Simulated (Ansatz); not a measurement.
System: SnSe2/SnSe2 (1T multilayer).

The cell holds 6 atoms: 2 Sn and 4 Se. Its edges and angles: a = 3.839 Å, b = 3.839 Å, c = 41.500 Å, α = 90.0°, β = 90.0°, γ = 120.0°. It derives from Se2Sn1. Regions: layer 1 (SnSe2), 3 atoms (1 Sn and 2 Se); layer 2 (SnSe2), 3 atoms (1 Sn and 2 Se). Vacuum lies along c.

```xyz
6
Lattice="3.8393 0.0000 0.0000 -1.9197 3.3250 0.0000 0.0000 0.0000 41.5000" Properties=species:S:1:pos:R:3
Sn    0.0000    0.0000   17.7651
Se    0.0000    2.2166   19.3589
Se    1.9197    1.1083   16.1718
Sn    0.0000    0.0000   23.7349
Se    0.0000    2.2166   25.3282
Se    1.9197    1.1083   22.1411
```

The structure was relaxed with PBE-D3(BJ). At the settings of the band run the largest force is still 0.10 eV/Å. The runs that relaxed it are not among those shown.

Gaps computed with Ansatz 0.2.0 without a self-energy: PBE 0.66 eV and PBE+SOC 0.65 eV.

**Question.** What gap should G0W0 on PBE give (6×6×1 mesh, 704 empty bands, screening to 70 eV, PAW set soft_1 files)?

About 1.31 eV: on its mesh the run moves the gap from 0.67 eV by +0.65 eV. Bands and cutoff are finite, so the gap is not at the basis limit. The miss can reach some tenths of an eV and take either sign; the mesh is an error of its own. The mesh in the plane is coarse for a sheet; gap and any exciton binding can still move on denser ones. The many-body steps are scalar-relativistic: spin-orbit coupling is not in them.

[Paths, hosts, dates, memory and timing lines, banners, echoed tables and standing remarks are left out of the program output.]

[Logs are printed without paths, hosts, clocks, repeated set-up lines and the standing remarks that a program may print on its own settings, such as how far it seeks lower states.]

[Runs of the session that timed out or met a known fault of the program may be left out.]

[Cells called generated may have been cut or substituted from an entry of the Crystallography Open Database or the Materials Project.]

[Hosts, paths, dates, database ids (printed as entryN), source tags and the programs' standing remarks are cut or masked in the printed files.]
